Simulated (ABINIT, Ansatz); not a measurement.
## Converging GW for Tellurium (P3_121, 3 atoms a cell) in ABINIT

Wanted: a converged G0W0 gap of Tellurium (P3_121, 3 atoms a cell), or an estimate of the limit.

Method: PBE and many-body steps on it, plane waves, in ABINIT 10.8.3.

The database entry behind the starting cell differs from later determinations by our own check (inner coordinate of an old entry), so it need not match the best structure at ambient conditions.

**1. The starting structure**

The structure is trigonal, space group P3_121 (No. 152). Conventional cell: a = 4.454 Å, b = 4.454 Å, c = 5.924 Å, α = 90.00°, β = 90.00°, γ = 120.00°. Te has 2 Te at 2.86 Å nearest.

The cell and positions come from the Crystallography Open Database and are kept as given unless a step says otherwise. Spin-orbit coupling is left out unless a step names it.

**2. Empty states on the mesh, 3×3×2 mesh, 474 bands**

This step: ABINIT 10.8.3; DFT, PBE, plane waves, norm-conserving pseudopotentials.

The sums over transitions need many empty states on a uniform mesh; this step solves for them.

run.abi reads:

```
acell 3*1.0 Angstrom
rprim 
  4.454000000025 -0.000000000006 0.000000000000
  -2.227000000008 3.857277148481 0.000000000000
  0.000000000000 0.000000000000 5.924000000000
ntypat 1
znucl 52
natom 3
typat 1 1 1
xred 
  0.269000000000 0.000000000000 0.333333333333
  0.000000000000 0.269000000000 0.666666666667
  0.731000000000 0.731000000000 -0.000000000000
pp_dirpath "pseudos"
pseudos "Te.upf"
ecut 39
ngkpt 3 3 2
nshiftk 1
shiftk 0 0 0
kptopt 1
chksymbreak 0
iscf -2
irdden 1
istwfk *1
nband 474
nbdbuf 42
tolwfr 1e-09
nstep 60
prtvol 0
indata_prefix "in"
outdata_prefix "out"
tmpdata_prefix "tmp"
```

On the command line:

```console
$ OMP_NUM_THREADS=1 mpirun -n 4 abinit run.abi > log
```

Numbers of over 12 decimals in the logs are rounded to 6 here.

The program printed:

```text
.Version 10.8.3 of ABINIT. v10.8.2 released Aug 2026.

 Symmetries : space group P3_1 2 1 (#152); Bravais hP (primitive hexag.)
[... echo of the input left out ...]
== DATASET  1 ==================================================================
-   mpi_nproc: 4, omp_nthreads: 1 (-1 if OMP is not activated)

--- !DatasetInfo
iteration_state: {dtset: 1, }
dimensions: {natom: 3, nkpt: 6, mband: 474, nsppol: 1, nspinor: 1, nspden: 1, mpw: 8029, }
cutoff_energies: {ecut:  39.0, pawecutdg:  -1.0, }
[...]
5.23013    5.23236    5.23236    5.23817    5.23818    5.25850    5.27290    5.27297
   5.29133    5.31969    5.32252    5.32792    5.32950    5.33166    5.33460    5.33987
   5.35224    5.35546
 prteigrs : prtvol=0 or 1, do not print more k-points.

== END DATASET(S) ==============================================================
================================================================================

 -outvars: echo values of variables after computation  --------
            nband         474
             nkpt           6
          spgroup         152
 [... the other variables as echoed above ...]

 Calculation completed.
```

Wall time 12 min (4 MPI ranks of Intel Xeon Platinum 8488C (Sapphire Rapids), shared host); peak memory 0.74 GiB; 46 min of CPU time.

Numbers from this step:

```yaml
gap: 0.1888 eV
k_of_the_valence_top: 0.3333, 0.3333, 0.5
k_of_the_conduction_bottom: 0.3333, 0.3333, 0.5
least_direct_gap: 0.1888 eV
k_points_computed: 6
lowest_point_of_the_top_converged_band_above_the_valence_top: 130.3224 eV
```

On this mesh the gap is 0.189 eV.

The density comes from a self-consistent run that is not shown.

**3. Screening, 3×3×2 mesh, 85 bands, screening to 95.2 eV**

The RPA dielectric matrix is built and inverted for each q.

This step: RPA screening on PBE, plane waves, norm-conserving pseudopotentials.

Changes to run.abi since step 2:

```diff
@@ -21,10 +21,11 @@
 chksymbreak 0
-iscf -2
-irdden 1
 istwfk *1
-nband 474
-nbdbuf 42
-tolwfr 1e-09
-nstep 60
-prtvol 0
+occopt 1
+irdwfk 1
+optdriver 3
+nband 85
+ecuteps 3.5
+inclvkb 2
+awtr 1
+symchi 1
 indata_prefix "in"
```

The program printed:

```text
.Version 10.8.3 of ABINIT. v10.8.2 released Aug 2026.

 Symmetries : space group P3_1 2 1 (#152); Bravais hP (primitive hexag.)
[... echo of the input left out ...]
== DATASET  1 ==================================================================
-   mpi_nproc: 4, omp_nthreads: 1 (-1 if OMP is not activated)

--- !DatasetInfo
iteration_state: {dtset: 1, }
dimensions: {natom: 3, nkpt: 6, mband: 85, nsppol: 1, nspinor: 1, nspden: 1, mpw: 8029, }
cutoff_energies: {ecut:  39.0, pawecutdg:  -1.0, }
electrons: {nelect:   7.20000000E+01, charge:   0.00000000E+00, occopt:   1.00000000E+00, tsmear:   1.00000000E-02, }

 SCREENING: Calculation of the susceptibility and dielectric matrices

 Based on a program developped by R.W. Godby, V. Olevano, G. Onida, and L. Reining.
 Incorporated in ABINIT by V. Olevano, G.-M. Rignanese, and M. Torrent.
.Using double precision arithmetic ; gwpc =  8

[... cell and pseudopotentials left out ...]
--------------------------------------------------------------------------------

 ==== K-mesh for the wavefunctions ====
 Number of points in the irreducible wedge :     6
[... list of points left out ...]
 Together with  6 symmetry operations and time-reversal symmetry
 yields    18 points in the full Brillouin Zone.

 ==== Q-mesh for the screening function ====
 Number of points in the irreducible wedge :     6
[... list of points left out ...]
 Together with  6 symmetry operations and time-reversal symmetry
 yields    18 points in the full Brillouin Zone.

 setmesh: FFT mesh size selected  =    27x   27x   45
          total number of points  =        32805

 vcoul_init : cutoff-mode = AUXILIARY_FUNCTION
 q-points for optical limit:   1
     1)      0.000010    0.000020    0.000030

- screening: taking advantage of time-reversal symmetry
- Maximum band index for partially occupied states nbvw = 36
- Remaining bands to be divided among processors   nbcw = 49
- Number of bands treated by each node ~12

 Number of electrons calculated from density =   72.0000; Expected =   72.0000
 average of density, n =  0.104831
 r_s =    1.3157
 omega_plasma =   31.2321 [eV]

 calculating chi0 at frequencies [eV] :
  1    0.000000E+00    0.000000E+00
  2    0.000000E+00    3.123205E+01

--------------------------------------------------------------------------------
  q-point number  1        q = ( 0.000000, 0.000000, 0.000000) [r.l.u.]
--------------------------------------------------------------------------------
[... chi0 elements left out ...]
 For q-point:  0.000010 0.000020 0.000030
  dielectric constant =   1.31669E+03
  dielectric constant without local fields =   1.64453E+03

  Average fulfillment of the sum rule on Im[epsilon] for q-point    1 :     32.57  [%]
[... wings left out ...]
  q-point number  2        q = ( 0.333333, 0.000000, 0.000000) [r.l.u.]
--------------------------------------------------------------------------------
[... chi0 elements left out ...]
  Average fulfillment of the sum rule on Im[epsilon] for q-point    2 :     38.43  [%]

 [... 4 further q-points ...]
```

The job ended after 40 s (4 MPI ranks; peak memory 1.2 GiB; 2.6 min of CPU time).

Numbers from this step:

* ε∞ with local fields, on this mesh, along the program's q direction: 1317
* the same without local fields: 1645
* plasma frequency: 31.23 eV
* plane waves in the screening matrix: 213

Local fields lower ε∞ by 20 %. The value itself is an artefact of the mesh, where one narrow direct gap carries too much weight.

**4. 85 bands, 95.2 eV**

The self-energy is evaluated for the states that the input lists, and the levels follow from it, in one-shot runs by the linearised quasiparticle equation.

This step: G0W0 on PBE, plane waves, norm-conserving pseudopotentials.

Changes to run.abi since step 3:

```diff
@@ -24,8 +24,17 @@
 irdwfk 1
-optdriver 3
+optdriver 4
 nband 85
+gwcalctyp 0
+ecutsigx 39
+symsigma 1
+nkptgw 2
+kptgw 
+  0.3333333333 0.3333333333 0.5000000000
+  0.0000000000 0.0000000000 0.0000000000
+bdgw 
+  35 39
+  34 38
 ecuteps 3.5
-inclvkb 2
-awtr 1
-symchi 1
+irdscr 1
+ppmodel 1
 indata_prefix "in"
```

The program printed:

```text
.Version 10.8.3 of ABINIT. v10.8.2 released Aug 2026.

 Symmetries : space group P3_1 2 1 (#152); Bravais hP (primitive hexag.)
[... echo of the input left out ...]
== DATASET  1 ==================================================================
-   mpi_nproc: 4, omp_nthreads: 1 (-1 if OMP is not activated)

--- !DatasetInfo
iteration_state: {dtset: 1, }
dimensions: {natom: 3, nkpt: 6, mband: 85, nsppol: 1, nspinor: 1, nspden: 1, mpw: 8029, }
cutoff_energies: {ecut:  39.0, pawecutdg:  -1.0, }
electrons: {nelect:   7.20000000E+01, charge:   0.00000000E+00, occopt:   1.00000000E+00, tsmear:   1.00000000E-02, }

 SIGMA: Calculation of the GW corrections

 Based on a program developped by R.W. Godby, V. Olevano, G. Onida, and L. Reining.
 Incorporated in ABINIT by V. Olevano, G.-M. Rignanese, and M. Torrent.
.Using double precision arithmetic ; gwpc =  8

[... cell and pseudopotentials left out ...]
--------------------------------------------------------------------------------

 ==== K-mesh for the wavefunctions ====
 Number of points in the irreducible wedge :     6
[... list of points left out ...]
 Together with  6 symmetry operations and time-reversal symmetry
 yields    18 points in the full Brillouin Zone.

 ==== Q-mesh for screening function ====
 Number of points in the irreducible wedge :     6
[... list of points left out ...]
 Together with  6 symmetry operations and time-reversal symmetry
 yields    18 points in the full Brillouin Zone.

 vcoul_init : cutoff-mode = AUXILIARY_FUNCTION
 q-points for optical limit:   1
     1)      0.000010    0.000020    0.000030
 setmesh: FFT mesh size selected  =    45x   45x   72
          total number of points  =       145800

 Number of electrons calculated from density =   72.0000; Expected =   72.0000
 average of density, n =  0.104831
 r_s =    1.3157
 omega_plasma =   31.2321 [eV]

 === KS Band Gaps ===
  >>>> For spin  1
   Minimum direct gap =   0.1887 [eV], located at k-point      :   0.3333  0.3333  0.5000
   Fundamental gap    =   0.1887 [eV], Top of valence bands at :   0.3333  0.3333  0.5000
                                       Bottom of conduction at :   0.3333  0.3333  0.5000
 SIGMA fundamental parameters:
 PLASMON POLE MODEL  1
 number of plane-waves for SigmaX                 8029
 number of plane-waves for SigmaC and W            213
 number of plane-waves for wavefunctions          8029
 number of bands                                    85
 number of independent spin polarizations            1
 number of spinorial components                      1
 number of k-points in IBZ                           6
 number of q-points in IBZ                           6
 number of symmetry operations                       6
 number of k-points in BZ                           18
 number of q-points in BZ                           18
 number of frequencies for dSigma/dE                 9
 frequency step for dSigma/dE [eV]                0.25
 number of omega for Sigma on real axis              0
 max omega for Sigma on real axis  [eV]           0.00
 zcut for avoiding poles [eV]                     0.10

 EPSILON^-1 parameters (SCR file):
 dimension of the eps^-1 matrix on file            213
 dimension of the eps^-1 matrix used               213
 number of plane-waves for wavefunctions          8029
 number of bands                                    85
 number of q-points in IBZ                           6
 number of frequencies                               2
 number of real frequencies                          1
 number of imag frequencies                          1

 matrix elements of self-energy operator (all in [eV])

 Perturbative Calculation

--- !SelfEnergy_ee
iteration_state: {dtset: 1, }
kpoint     : [   0.333,    0.333,    0.500, ]
spin       : 1
KS_gap     :    0.189
QP_gap     :    0.416
Delta_QP_KS:    0.227
data: !SigmaeeData |
     Band     E0 <VxcDFT>   SigX SigC(E0)      Z dSigC/dE  Sig(E)    E-E0       E
       35   6.838 -13.348 -14.415   1.547   0.791  -0.264 -12.968   0.380   7.218
       36   6.838 -13.348 -14.415   1.547   0.791  -0.264 -12.968   0.380   7.218
       37   7.027 -12.763  -9.319  -2.679   0.793  -0.261 -12.156   0.607   7.634
       38   8.172 -12.773  -9.110  -2.879   0.792  -0.262 -12.152   0.621   8.793
       39   8.172 -12.773  -9.110  -2.879   0.792  -0.262 -12.152   0.621   8.793

--- !SelfEnergy_ee
iteration_state: {dtset: 1, }
kpoint     : [   0.000,    0.000,    0.000, ]
spin       : 1
KS_gap     :    1.864
QP_gap     :    2.290
Delta_QP_KS:    0.425
data: !SigmaeeData |
     Band     E0 <VxcDFT>   SigX SigC(E0)      Z dSigC/dE  Sig(E)    E-E0       E
       34   5.166 -12.255 -14.260   2.239   0.782  -0.279 -12.072   0.183   5.349
       35   5.166 -12.255 -14.260   2.239   0.782  -0.279 -12.072   0.183   5.349
       36   5.992 -12.551 -14.380   2.110   0.785  -0.274 -12.331   0.220   6.212
       37   7.856 -13.090  -9.507  -2.764   0.789  -0.268 -12.444   0.646   8.502
       38   7.856 -13.090  -9.507  -2.764   0.789  -0.268 -12.444   0.646   8.502

== END DATASET(S) ==============================================================
================================================================================

 -outvars: echo values of variables after computation  --------
           etotal      0.0000000000E+00
            nband          85
             nkpt           6
          spgroup         152
 [... the other variables as echoed above ...]

 Calculation completed.
```

Wall time 6.8 s (4 MPI ranks); peak memory 1.1 GiB.

Numbers from this step:

| Item | Value |
| --- | --- |
| G0W0 gap on the points computed | 0.4160 eV |
| starting gap on the mesh | 0.1888 eV |
| k of the valence top | 0.3333, 0.3333, 0.5 |
| k of the conduction bottom | 0.3333, 0.3333, 0.5 |
| Z at the valence top | 0.791 |
| Z at the conduction bottom | 0.793 |
| least direct G0W0 gap on the computed points | 0.4160 eV |

The gap on the mesh goes from 0.19 eV to 0.42 eV, a correction of +0.23 eV.

**5. Screening, 3×3×2 mesh, 197 bands, screening to 176.9 eV**

This step: RPA screening on PBE, plane waves, norm-conserving pseudopotentials.

Changes to run.abi since step 4:

```diff
@@ -24,17 +24,8 @@
 irdwfk 1
-optdriver 4
-nband 85
-gwcalctyp 0
-ecutsigx 39
-symsigma 1
-nkptgw 2
-kptgw 
-  0.3333333333 0.3333333333 0.5000000000
-  0.0000000000 0.0000000000 0.0000000000
-bdgw 
-  35 39
-  34 38
-ecuteps 3.5
-irdscr 1
-ppmodel 1
+optdriver 3
+nband 197
+ecuteps 6.5
+inclvkb 2
+awtr 1
+symchi 1
 indata_prefix "in"
```

The program printed:

```text
.Version 10.8.3 of ABINIT. v10.8.2 released Aug 2026.

 Symmetries : space group P3_1 2 1 (#152); Bravais hP (primitive hexag.)
[... echo of the input left out ...]
== DATASET  1 ==================================================================
-   mpi_nproc: 4, omp_nthreads: 1 (-1 if OMP is not activated)

--- !DatasetInfo
iteration_state: {dtset: 1, }
dimensions: {natom: 3, nkpt: 6, mband: 197, nsppol: 1, nspinor: 1, nspden: 1, mpw: 8029, }
cutoff_energies: {ecut:  39.0, pawecutdg:  -1.0, }
electrons: {nelect:   7.20000000E+01, charge:   0.00000000E+00, occopt:   1.00000000E+00, tsmear:   1.00000000E-02, }

 SCREENING: Calculation of the susceptibility and dielectric matrices

 Based on a program developped by R.W. Godby, V. Olevano, G. Onida, and L. Reining.
 Incorporated in ABINIT by V. Olevano, G.-M. Rignanese, and M. Torrent.
.Using double precision arithmetic ; gwpc =  8

[... cell and pseudopotentials left out ...]
--------------------------------------------------------------------------------

 ==== K-mesh for the wavefunctions ====
 Number of points in the irreducible wedge :     6
[... list of points left out ...]
 Together with  6 symmetry operations and time-reversal symmetry
 yields    18 points in the full Brillouin Zone.

 ==== Q-mesh for the screening function ====
 Number of points in the irreducible wedge :     6
[... list of points left out ...]
 Together with  6 symmetry operations and time-reversal symmetry
 yields    18 points in the full Brillouin Zone.

 setmesh: FFT mesh size selected  =    30x   30x   45
          total number of points  =        40500

 vcoul_init : cutoff-mode = AUXILIARY_FUNCTION
 q-points for optical limit:   1
     1)      0.000010    0.000020    0.000030

- screening: taking advantage of time-reversal symmetry
- Maximum band index for partially occupied states nbvw = 36
- Remaining bands to be divided among processors   nbcw = 161
- Number of bands treated by each node ~40

 Number of electrons calculated from density =   72.0000; Expected =   72.0000
 average of density, n =  0.104831
 r_s =    1.3157
 omega_plasma =   31.2321 [eV]

 calculating chi0 at frequencies [eV] :
  1    0.000000E+00    0.000000E+00
  2    0.000000E+00    3.123205E+01

--------------------------------------------------------------------------------
  q-point number  1        q = ( 0.000000, 0.000000, 0.000000) [r.l.u.]
--------------------------------------------------------------------------------
[... chi0 elements left out ...]
 For q-point:  0.000010 0.000020 0.000030
  dielectric constant =   1.32857E+03
  dielectric constant without local fields =   1.64459E+03

  Average fulfillment of the sum rule on Im[epsilon] for q-point    1 :     64.10  [%]
[... wings left out ...]
  q-point number  2        q = ( 0.333333, 0.000000, 0.000000) [r.l.u.]
--------------------------------------------------------------------------------
[... chi0 elements left out ...]
  Average fulfillment of the sum rule on Im[epsilon] for q-point    2 :     69.20  [%]

 [... 4 further q-points ...]
```

The job ended after 2.2 min (4 MPI ranks; peak memory 1.8 GiB).

This step gave:

```yaml
eps_infinity_with_local_fields_on_this_mesh_along_the_program_s_q_direction: 1329
the_same_without_local_fields: 1645
plasma_frequency: 31.23 eV
plane_waves_in_the_screening_matrix: 529
```

(Part 1 of 2 ends here.)

[Paths, hosts, dates, memory and timing lines, banners, echoed tables and standing remarks are left out of the program output.]

[Logs are printed without paths, hosts, clocks, repeated set-up lines and the standing remarks that a program may print on its own settings, such as how far it seeks lower states.]

[Runs of the session that timed out or met a known fault of the program may be left out.]

[Hosts, paths, dates, database ids (printed as entryN), source tags and the programs' standing remarks are cut or masked in the printed files.]

[G0W0 gaps are taken among the corrected bands and points alone; a level outside them can change the order at an edge.]

[Where Ansatz stands beside ABINIT at settings called matched, ABINIT's density can come from a denser mesh and the files from another edition; pairs whose starting gaps differed by over 0.03 eV were left out, so agreement reads better than it is.]
